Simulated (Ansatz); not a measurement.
# Sr on Y(0001): change of the work function, part 2 of 5

Wanted: Δφ(θ) for Sr/Y(0001), starting from the hcp site.

Ansatz 0.2.0; plane-wave DFT, PBEsol, Ansatz PAW.

So far, work function, upper face (eV): step 2 (the clean slab) 3.41.

## 3. Adsorbate added, k-mesh 4×4×1, coverage 0.111 ML

System of this step: Sr/Y(0001). The cell holds 37 atoms: 36 Y and 1 Sr. Cell: a = 10.950 Å, b = 10.950 Å, c = 29.833 Å, α = 90.0°, β = 90.0°, γ = 60.0°. Vacuum lies along c.

The clean slab as it ended is repeated in the plane and the adsorbate is set on one face; the cell's size fixes the coverage, and the k-mesh shrinks with it to keep the sampling density about even. Adsorbate and upper layers relax, since the dipole depends on the height.

Contents of input.yaml:

```yaml
crystal:
  lattice:
    - [10.95, 0.0, 0.0]
    - [5.475, 9.4829781714, 0.0]
    - [0.0, 0.0, 29.8326087914]
  atoms:
    - { symbol: "Y", position: [0.2222222222, 0.2222222222, 0.3016833044] }
    - { symbol: "Y", position: [0.0, 0.0, 0.3977887111] }
    - { symbol: "Y", position: [0.2222222222, 0.2222222222, 0.4920653612] }
    - { symbol: "Y", position: [0.0, 0.0, 0.5826788477] }
    - { symbol: "Y", position: [0.2222222222, 0.5555555556, 0.3016833044] }
    - { symbol: "Y", position: [0.0, 0.3333333333, 0.3977887111] }
    - { symbol: "Y", position: [0.2222222222, 0.5555555556, 0.4920653612] }
    - { symbol: "Y", position: [0.0, 0.3333333333, 0.5826788477] }
    - { symbol: "Y", position: [0.2222222222, 0.8888888889, 0.3016833044] }
    - { symbol: "Y", position: [0.0, 0.6666666667, 0.3977887111] }
    - { symbol: "Y", position: [0.2222222222, 0.8888888889, 0.4920653612] }
    - { symbol: "Y", position: [0.0, 0.6666666667, 0.5826788477] }
    - { symbol: "Y", position: [0.5555555556, 0.2222222222, 0.3016833044] }
    - { symbol: "Y", position: [0.3333333333, 0.0, 0.3977887111] }
    - { symbol: "Y", position: [0.5555555556, 0.2222222222, 0.4920653612] }
    - { symbol: "Y", position: [0.3333333333, 0.0, 0.5826788477] }
    - { symbol: "Y", position: [0.5555555556, 0.5555555556, 0.3016833044] }
    - { symbol: "Y", position: [0.3333333333, 0.3333333333, 0.3977887111] }
    - { symbol: "Y", position: [0.5555555556, 0.5555555556, 0.4920653612] }
    - { symbol: "Y", position: [0.3333333333, 0.3333333333, 0.5826788477] }
    - { symbol: "Y", position: [0.5555555556, 0.8888888889, 0.3016833044] }
    - { symbol: "Y", position: [0.3333333333, 0.6666666667, 0.3977887111] }
    - { symbol: "Y", position: [0.5555555556, 0.8888888889, 0.4920653612] }
    - { symbol: "Y", position: [0.3333333333, 0.6666666667, 0.5826788477] }
    - { symbol: "Y", position: [0.8888888889, 0.2222222222, 0.3016833044] }
    - { symbol: "Y", position: [0.6666666667, 0.0, 0.3977887111] }
    - { symbol: "Y", position: [0.8888888889, 0.2222222222, 0.4920653612] }
    - { symbol: "Y", position: [0.6666666667, 0.0, 0.5826788477] }
    - { symbol: "Y", position: [0.8888888889, 0.5555555556, 0.3016833044] }
    - { symbol: "Y", position: [0.6666666667, 0.3333333333, 0.3977887111] }
    - { symbol: "Y", position: [0.8888888889, 0.5555555556, 0.4920653612] }
    - { symbol: "Y", position: [0.6666666667, 0.3333333333, 0.5826788477] }
    - { symbol: "Y", position: [0.8888888889, 0.8888888889, 0.3016833044] }
    - { symbol: "Y", position: [0.6666666667, 0.6666666667, 0.3977887111] }
    - { symbol: "Y", position: [0.8888888889, 0.8888888889, 0.4920653612] }
    - { symbol: "Y", position: [0.6666666667, 0.6666666667, 0.5826788477] }
    - { symbol: Sr, position: [0.2222222222, 0.2222222222, 0.6983166956] }
kpoints:
  mp_grid: { grid: [4, 4, 1] }
hamiltonian:
  xc: pbesol
scf:
  occupations: { method: fermi_dirac, width: 0.1 }
  convergence: { dr2_threshold: 1.0e-08 }
efield:
  axis: 3
  dipole_correction: true
  ramp_position: 0.97
  ramp_width: 0.06
relax:
  f_tol: 0.02
  max_steps: 60
  constraints:
    - { sites: [0, 1, 4, 5, 8, 9, 12, 13, 16, 17, 20, 21, 24, 25, 28, 29, 32, 33] }
output:
  bader: true
  write_potential: true
  write_density: true
  volumetric_format: npy
```

Command:

```
> ansatz run input.yaml --threads 4 --pin off --max-ram 12288MiB --backend cpu --events-out ev --progress --plain --runs-dir out
```

Numbers of over 12 decimals in the logs are rounded to 6 here.

The program printed:

```text
[...]
Crystal: 37 atoms, lattice volume = 3097.777 Å³
Basis set: ecut = 420 eV, 60567 PW (Γ), exchange–correlation on 150×150×400 points (8 copies of the dense FFT grid, shifted against one another)
Bands: 244, of which v1, the nominal top of the filled ones, is band 203 counted from 1 (202 counted from 0)
Symmetry: 6 space group operations
[...]
k-points: 4 of 16 (time reversal used)
[...]
SCF iter   1: F=—  HF=-140102.087015 eV  |F-HF|=—  |Δ(HF+E_count)|=         —  Δρ=3.84e-3  dr2=2.12e1  ethr=1.77e-3  p=0.586 e·Å  D=3.42e-2 V/Å  ΔV_dip=-1.02 eV  dr2_dipole=7.94e0  V_vac-E_F(+/−)=2.11/3.13 eV  ⟨swp⟩=13.0  Hψ=4816  notcnv=0
[...]
SCF iter  11: F=-140101.627540 eV  HF=-140101.627540 eV  |F-HF|=9.31e-10  |Δ(HF+E_count)|=   5.65e-8  Δρ=1.78e-7  dr2=2.92e-9  ethr=2.46e-12  p=0.398 e·Å  D=2.33e-2 V/Å  ΔV_dip=-0.69 eV  dr2_dipole=2.55e-11  V_vac-E_F(+/−)=2.73/3.42 eV  ⟨swp⟩=15.2  Hψ=9160  notcnv=0
SCF 1 converged in 11 iterations: F = -140101.627540 eV  dr2 = 2.92e-9
  Residual-converged pass: ⟨swp⟩=2.0  Hψ=996  notcnv=0  max |occ|·‖R‖ = 7.1e-9 eV (tolerance 1.0e-8 eV)  dr2=2.92e-9  dr2_onsite=1.85e-11  max |Δocc| = 2.9e-11
[...]
relax step   1: F+E_penalty+E_count = -140101.62754010 eV  Δ(F+E_penalty+E_count) = +0.000e0 eV  max|allowed force component| = 6.409e-1 eV/Å  Δτ_max = 0.0000 Å  (11 SCF iters, accepted)
[...]
SCF iter   1: F=—  HF=-140101.775837 eV  |F-HF|=—  |Δ(HF+E_count)|=         —  Δρ=1.46e-3  dr2=5.68e-1  ethr=1.18e-4  p=0.398 e·Å  D=2.33e-2 V/Å  ΔV_dip=-0.69 eV  dr2_dipole=4.85e-3  V_vac-E_F(+/−)=2.73/3.42 eV  ⟨swp⟩=2.0  Hψ=2908  notcnv=0
[...]
eigensolver tolerance schedule calibrated: the retry pair's looser diagonalisation under-reported the residual by θ = 0.15 (0.11/decade); ethr = c·dr2/N_el runs at the constant in force after the calibration composes with the one it found (an armed cap, an earlier calibration), c = 8.5e-2
[...]
SCF iter   2: F=—  HF=-140101.745455 eV  |F-HF|=—  |Δ(HF+E_count)|=   3.04e-2  Δρ=5.19e-4  dr2=2.23e-2  ethr=1.18e-4  p=0.404 e·Å  D=2.36e-2 V/Å  ΔV_dip=-0.70 eV  dr2_dipole=2.08e-4  V_vac-E_F(+/−)=2.72/3.42 eV  ⟨swp⟩=2.0  Hψ=1090  notcnv=0
[...]
SCF iter  10: F=-140101.744585 eV  HF=-140101.744585 eV  |F-HF|=1.37e-9  |Δ(HF+E_count)|=   1.67e-8  Δρ=1.58e-7  dr2=3.12e-9  ethr=2.09e-12  p=0.389 e·Å  D=2.27e-2 V/Å  ΔV_dip=-0.68 eV  dr2_dipole=2.90e-10  V_vac-E_F(+/−)=2.74/3.42 eV  ⟨swp⟩=11.8  Hψ=8098  notcnv=0
SCF 2 converged in 10 iterations: F = -140101.744585 eV  dr2 = 3.12e-9
[...]
relax step   2: F+E_penalty+E_count = -140101.74458464 eV  Δ(F+E_penalty+E_count) = -1.170e-1 eV  max|allowed force component| = 5.411e-1 eV/Å  Δτ_max = 0.1776 Å  (10 SCF iters, accepted)
SCF iter   1: F=—  HF=-140101.864391 eV  |F-HF|=—  |Δ(HF+E_count)|=         —  Δρ=1.34e-3  dr2=7.31e-1  ethr=8.20e-4  p=0.389 e·Å  D=2.27e-2 V/Å  ΔV_dip=-0.68 eV  dr2_dipole=1.08e-1  V_vac-E_F(+/−)=2.75/3.42 eV  ⟨swp⟩=5.8  Hψ=1988  notcnv=0
[...]
SCF iter   9: F=-140101.824895 eV  HF=-140101.824895 eV  |F-HF|=2.62e-9  |Δ(HF+E_count)|=   4.20e-8  Δρ=2.59e-7  dr2=8.77e-9  ethr=2.46e-12  p=0.352 e·Å  D=2.06e-2 V/Å  ΔV_dip=-0.61 eV  dr2_dipole=5.41e-10  V_vac-E_F(+/−)=2.81/3.42 eV  ⟨swp⟩=12.8  Hψ=9447  notcnv=0
SCF 3 converged in 9 iterations: F = -140101.824895 eV  dr2 = 8.77e-9
relax step   3: F+E_penalty+E_count = -140101.82489522 eV  Δ(F+E_penalty+E_count) = -8.031e-2 eV  max|allowed force component| = 1.178e-1 eV/Å  Δτ_max = 0.1949 Å  (9 SCF iters, accepted)
[...]
relax step   4: F+E_penalty+E_count = -140101.83823584 eV  Δ(F+E_penalty+E_count) = -1.334e-2 eV  max|allowed force component| = 6.904e-2 eV/Å  Δτ_max = 0.1607 Å  (10 SCF iters, accepted)
SCF iter   1: F=—  HF=-140101.843199 eV  |F-HF|=—  |Δ(HF+E_count)|=         —  Δρ=3.67e-4  dr2=7.56e-2  ethr=4.84e-5  p=0.337 e·Å  D=1.97e-2 V/Å  ΔV_dip=-0.59 eV  dr2_dipole=1.42e-2  V_vac-E_F(+/−)=2.83/3.42 eV  ⟨swp⟩=2.8  Hψ=1630  notcnv=0
[...]
SCF iter   8: F=-140101.841078 eV  HF=-140101.841078 eV  |F-HF|=2.71e-9  |Δ(HF+E_count)|=   2.22e-8  Δρ=2.55e-7  dr2=9.11e-9  ethr=2.46e-12  p=0.342 e·Å  D=2.00e-2 V/Å  ΔV_dip=-0.60 eV  dr2_dipole=1.77e-9  V_vac-E_F(+/−)=2.82/3.42 eV  ⟨swp⟩=12.5  Hψ=8876  notcnv=0
SCF 5 converged in 8 iterations: F = -140101.841078 eV  dr2 = 9.11e-9
relax step   5: F+E_penalty+E_count = -140101.84107757 eV  Δ(F+E_penalty+E_count) = -2.842e-3 eV  max|allowed force component| = 1.691e-2 eV/Å  Δτ_max = 0.0340 Å  (8 SCF iters, accepted)
NSCF: frozen V_eff on 4 k-points
[...]
SCF converged after 8 iterations
Free energy (F): -140101.841078 eV
[...]
Internal energy: -140099.203522 eV  (E = F + TS)
E sigma→0 (E₀):  -140100.522300 eV
Entropy (-TS):   -2.637555 eV (-71.285 meV/atom)
Fermi energy:    1.829921 eV
Dipole field:    D = 0.019970 V/Å  (p = 0.341874 e·Å, saw-weighted, corrected)
Work function:   Φ+ = 2.8244 eV   Φ− = 3.4202 eV
[...]
--- Forces (eV/Å), atoms counted from 1 ---
  atom   1  Y      0.00000000     0.00000000     0.30790466
  atom   2  Y     -0.03461336    -0.01998403    -0.28722306
  atom   3  Y      0.00000000     0.00000000     0.01690701
  atom   4  Y      0.01061667     0.00612954    -0.00190505
  atom   5  Y      0.00052510     0.00226616     0.31098197
  atom   6  Y     -0.03668151     0.02117808    -0.35113565
  atom   7  Y     -0.00224884    -0.00196452     0.00415970
  atom   8  Y     -0.00506312     0.00292320    -0.00149101
  atom   9  Y     -0.00170000    -0.00158783     0.31098197
  atom  10  Y     -0.00000000     0.03996807    -0.28722306
  atom  11  Y      0.00057690     0.00292981     0.00415970
  atom  12  Y      0.00000000    -0.01225908    -0.00190505
  atom  13  Y      0.00222510    -0.00067833     0.31098197
  atom  14  Y     -0.00000000    -0.04235616    -0.35113565
  atom  15  Y     -0.00282574    -0.00096529     0.00415970
  atom  16  Y      0.00000000    -0.00584639    -0.00149101
  atom  17  Y      0.00000000     0.00000000     0.31542653
  atom  18  Y      0.03668151     0.02117808    -0.35113565
  atom  19  Y      0.00000000     0.00000000     0.00048337
  atom  20  Y      0.00506312     0.00292320    -0.00149101
  atom  21  Y      0.00170000    -0.00158783     0.31098197
  atom  22  Y      0.00930900    -0.00537455    -0.30444210
  atom  23  Y     -0.00057690     0.00292981     0.00415970
  atom  24  Y     -0.00713022     0.00411664    -0.00403520
  atom  25  Y     -0.00222510    -0.00067833     0.31098197
  atom  26  Y      0.03461336    -0.01998403    -0.28722306
  atom  27  Y      0.00282574    -0.00096529     0.00415970
  atom  28  Y     -0.01061667     0.00612954    -0.00190505
  atom  29  Y     -0.00052510     0.00226616     0.31098197
  atom  30  Y     -0.00000000     0.01074911    -0.30444210
  atom  31  Y      0.00224884    -0.00196452     0.00415970
  atom  32  Y      0.00000000    -0.00823327    -0.00403520
  atom  33  Y      0.00000000     0.00000000     0.31304669
  atom  34  Y     -0.00930900    -0.00537455    -0.30444210
  atom  35  Y     -0.00000000     0.00000000     0.00220868
  atom  36  Y      0.00713022     0.00411664    -0.00403520
  atom  37  Sr     0.00000000     0.00000000     0.00393194
  max |Σ_I F_I| component: 6.27e-5 eV/Å
--- Band table (eV) ---
  k-point 0: bands = [... 199 lower, 1.7415, 1.7415, 1.7452, 1.7454, 1.8234, 1.8234, 1.8303, 1.8303, ... 37 higher]
  k-point 1: bands = [... 199 lower, 1.7392, 1.7568, 1.7874, 1.7931, 1.8436, 1.8810, 1.8885, 1.8995, ... 37 higher]
  k-point 2: bands = [... 199 lower, 1.7549, 1.7933, 1.8040, 1.8146, 1.8375, 1.8948, 1.9246, 1.9339, ... 37 higher]
  k-point 3: bands = [... 199 lower, 1.7696, 1.7811, 1.8002, 1.8045, 1.8089, 1.8319, 1.8848, 1.9035, ... 37 higher]
--- Relaxed structure (5 steps of the walk, 5 accepted, 0 SCFs on fresh bases) ---
  F+E_penalty+E_count = -140101.84107757 eV   max|allowed force component| = 1.691e-2 eV/Å
  atoms:
    - { symbol: Y, position: [0.222222, 0.222222, 0.301683] }
    - { symbol: Y, position: [-1.1111125783211261e-11, -1.111112578321126e-11, 0.397789] }
    - { symbol: Y, position: [0.222222, 0.222222, 0.489064] }
    - { symbol: Y, position: [0.00454147, 0.00454147, 0.586036] }
    - { symbol: Y, position: [0.222222, 0.555556, 0.301683] }
    - { symbol: Y, position: [2.2222224060897133e-11, 0.333333, 0.397789] }
    - { symbol: Y, position: [0.220601, 0.558115, 0.491827] }
    - { symbol: Y, position: [0.00286407, 0.331901, 0.579047] }
    - { symbol: Y, position: [0.222222, 0.888889, 0.301683] }
    - { symbol: Y, position: [-1.1111112030448567e-11, 0.666667, 0.397789] }
    - { symbol: Y, position: [0.220601, 0.887950, 0.491827] }
    - { symbol: Y, position: [0.00454147, 0.657584, 0.586036] }
    - { symbol: Y, position: [0.555556, 0.222222, 0.301683] }
    - { symbol: Y, position: [0.333333, 2.2222210308134437e-11, 0.397789] }
    - { symbol: Y, position: [0.558115, 0.220601, 0.491827] }
    - { symbol: Y, position: [0.331901, 0.00286407, 0.579047] }
    - { symbol: Y, position: [0.555556, 0.555556, 0.301683] }
    - { symbol: Y, position: [0.333333, 0.333333, 0.397789] }
    - { symbol: Y, position: [0.555556, 0.555556, 0.493552] }
    - { symbol: Y, position: [0.331901, 0.331901, 0.579047] }
    - { symbol: Y, position: [0.555556, 0.888889, 0.301683] }
    - { symbol: Y, position: [0.333333, 0.666667, 0.397789] }
    - { symbol: Y, position: [0.558115, 0.887950, 0.491827] }
    - { symbol: Y, position: [0.330775, 0.667946, 0.583880] }
    - { symbol: Y, position: [0.888889, 0.222222, 0.301683] }
    - { symbol: Y, position: [0.666667, -1.111112578321126e-11, 0.397789] }
    - { symbol: Y, position: [0.887950, 0.220601, 0.491827] }
    - { symbol: Y, position: [0.657584, 0.00454147, 0.586036] }
    - { symbol: Y, position: [0.888889, 0.555556, 0.301683] }
    - { symbol: Y, position: [0.666667, 0.333333, 0.397789] }
    - { symbol: Y, position: [0.887950, 0.558115, 0.491827] }
    - { symbol: Y, position: [0.667946, 0.330775, 0.583880] }
    - { symbol: Y, position: [0.888889, 0.888889, 0.301683] }
    - { symbol: Y, position: [0.666667, 0.666667, 0.397789] }
    - { symbol: Y, position: [0.888889, 0.888889, 0.494654] }
    - { symbol: Y, position: [0.667946, 0.667946, 0.583880] }
    - { symbol: Sr, position: [0.222222, 0.222222, 0.681581] }
--- Bader charges: 37 sites ---
  site symbol  charge [e]  shift [e] shared [e]
     0      Y     -0.0703     0.0000    -0.0896
     1      Y      0.1507     0.0000     0.1374
     2      Y      0.0692     0.0000     0.0648
     3      Y     -0.0274     0.0000    -0.0274
     4      Y     -0.0638     0.0000    -0.0638
     5      Y      0.1527     0.0000     0.1338
     6      Y      0.1186     0.0000     0.0863
     7      Y     -0.2982     0.0000    -0.2982
     8      Y     -0.0638     0.0000    -0.0638
     9      Y      0.1507     0.0000     0.1374
    10      Y      0.1186     0.0000     0.0863
    11      Y     -0.0274     0.0000    -0.0274
    12      Y     -0.0638     0.0000    -0.0638
    13      Y      0.1527     0.0000     0.1338
    14      Y      0.1186     0.0000     0.0863
    15      Y     -0.2982     0.0000    -0.2982
    16      Y     -0.0611     0.0000    -0.0797
    17      Y      0.1527     0.0000     0.1338
    18      Y      0.1909     0.0000     0.1384
    19      Y     -0.2983     0.0000    -0.2983
    20      Y     -0.0638     0.0000    -0.0638
    21      Y     -0.0344     0.0000    -0.0616
    22      Y      0.1186     0.0000     0.0863
    23      Y     -0.0420     0.0000    -0.0565
    24      Y     -0.0638     0.0000    -0.0638
    25      Y      0.1507     0.0000     0.1374
    26      Y      0.1186     0.0000     0.0863
    27      Y     -0.0274     0.0000    -0.0274
    28      Y     -0.0638     0.0000    -0.0638
    29      Y     -0.0344     0.0000    -0.0616
    30      Y      0.1187     0.0000     0.0863
    31      Y     -0.0420     0.0000    -0.0565
    32      Y     -0.0588     0.0000    -0.0780
    33      Y     -0.0345     0.0000    -0.0616
    34      Y     -0.1403     0.0000    -0.1470
    35      Y     -0.0420     0.0000    -0.0565
    36     Sr      0.5741     0.0000     0.5741
  maxima off the nuclei: 6, with 0.5367 electrons
  on the straight line to a nucleus their density falls by 3.0e-4 to 2.8e-3 of itself; PAW files or a low cutoff
  can make one that falls by little (a run on other files and one at a higher cutoff tell): if they did, read the shared
  charge, to which what the maxima have on the atom's side is counted
  estimated error of the sums over rays = 6.7e-4 e
```

Elapsed: 11 min, on 4 threads of Arm Neoverse V1, shared host; peak memory 9.1 GiB; 44 min of CPU time.

The steps of the relaxation:

```
step  energy less that of the first step (eV)  largest force component (eV/Å)
   1                                   0.0000                          0.6409
   2                                  -0.1170                          0.5411
   3                                  -0.1974                          0.1178
   4                                  -0.2107                          0.0690
   5                                  -0.2135                          0.0169
```

The run keeps the 6 symmetry operations that it works with, so distortions that break them were not tested.

The atoms that moved most (Å):

```
atom      dx      dy      dz  length
Sr37   0.000   0.000  -0.499   0.499
 Y28  -0.075   0.043   0.100   0.132
  Y4   0.075   0.043   0.100   0.132
 Y12   0.000  -0.086   0.100   0.132
 Y20  -0.024  -0.014  -0.108   0.112
  Y8   0.024  -0.014  -0.108   0.112
 Y16   0.000   0.027  -0.108   0.112
  Y3   0.000   0.000  -0.090   0.090
```

The relaxed structure:

```cif
data_structure
_symmetry_space_group_name_H-M 'P 1'
_symmetry_Int_Tables_number 1
_cell_length_a 10.9500
_cell_length_b 10.9500
_cell_length_c 29.8326
_cell_angle_alpha 90.000
_cell_angle_beta 90.000
_cell_angle_gamma 60.000
_cell_volume 3097.78
loop_
_atom_site_label
_atom_site_type_symbol
_atom_site_fract_x
_atom_site_fract_y
_atom_site_fract_z
_atom_site_occupancy
Y1 Y 0.22222 0.22222 0.30168 1
Y2 Y 0.00000 0.00000 0.39779 1
Y3 Y 0.22222 0.22222 0.48906 1
Y4 Y 0.00454 0.00454 0.58604 1
Y5 Y 0.22222 0.55556 0.30168 1
Y6 Y 0.00000 0.33333 0.39779 1
Y7 Y 0.22060 0.55812 0.49183 1
Y8 Y 0.00286 0.33190 0.57905 1
Y9 Y 0.22222 0.88889 0.30168 1
Y10 Y 0.00000 0.66667 0.39779 1
Y11 Y 0.22060 0.88795 0.49183 1
Y12 Y 0.00454 0.65758 0.58604 1
Y13 Y 0.55556 0.22222 0.30168 1
Y14 Y 0.33333 0.00000 0.39779 1
Y15 Y 0.55812 0.22060 0.49183 1
Y16 Y 0.33190 0.00286 0.57905 1
Y17 Y 0.55556 0.55556 0.30168 1
Y18 Y 0.33333 0.33333 0.39779 1
Y19 Y 0.55556 0.55556 0.49355 1
Y20 Y 0.33190 0.33190 0.57905 1
Y21 Y 0.55556 0.88889 0.30168 1
Y22 Y 0.33333 0.66667 0.39779 1
Y23 Y 0.55812 0.88795 0.49183 1
Y24 Y 0.33077 0.66795 0.58388 1
Y25 Y 0.88889 0.22222 0.30168 1
Y26 Y 0.66667 0.00000 0.39779 1
Y27 Y 0.88795 0.22060 0.49183 1
Y28 Y 0.65758 0.00454 0.58604 1
Y29 Y 0.88889 0.55556 0.30168 1
Y30 Y 0.66667 0.33333 0.39779 1
Y31 Y 0.88795 0.55812 0.49183 1
Y32 Y 0.66795 0.33077 0.58388 1
Y33 Y 0.88889 0.88889 0.30168 1
Y34 Y 0.66667 0.66667 0.39779 1
Y35 Y 0.88889 0.88889 0.49465 1
Y36 Y 0.66795 0.66795 0.58388 1
Sr37 Sr 0.22222 0.22222 0.68158 1
```

This step gave:

```yaml
energy_at_zero_smearing: -140100.5223 eV
work_function_upper_face: 2.824 eV
work_function_lower_face: 3.420 eV
dipole_along_the_normal: 0.3419 e·Å
step_between_the_vacuum_levels: -0.5957 eV
```

Running mean over 2.867 Å of the planar mean; the ramp of the sawtooth is left out. Electron's electrostatic potential energy less the Fermi level against z:

```
z (Å)  electron's electrostatic potential energy less the Fermi level (eV)
    4                                                                 3.41
    5                                                                 3.37
    6                                                                 3.08
    7                                                                 1.22
    8                                                                -4.01
    9                                                                -5.76
   10                                                                -5.49
   11                                                                -5.34
   12                                                                -5.42
   13                                                                -5.70
   14                                                                -5.50
   15                                                                -5.48
   16                                                                -6.15
   17                                                                -5.78
   18                                                                -5.17
   19                                                                -1.30
   20                                                                 1.48
   21                                                                 1.86
   22                                                                 2.44
   23                                                                 2.77
   24                                                                 2.81
   25                                                                 2.82
   26                                                                 2.82
```

The relaxation took 5 steps and lowered the energy by 0.21 eV; the largest force on the free atoms ends at 0.017 eV/Å.

The covered face has 2.82 eV, -0.59 eV against the clean one; the bare back face has moved by -0.00 eV, a measure of how thin the slab is.

[end of part 2 of 5]

[Logs are printed without paths, hosts, clocks, repeated set-up lines and the standing remarks that a program may print on its own settings, such as how far it seeks lower states.]

[Hosts, paths, dates, database ids (printed as entryN), source tags and the programs' standing remarks are cut or masked in the printed files.]

[Maps of the electrostatic potential energy from Ansatz leave out the sawtooth potential of an applied field or a dipole correction, so their vacuum need not be flat; planar profiles and work functions include it.]
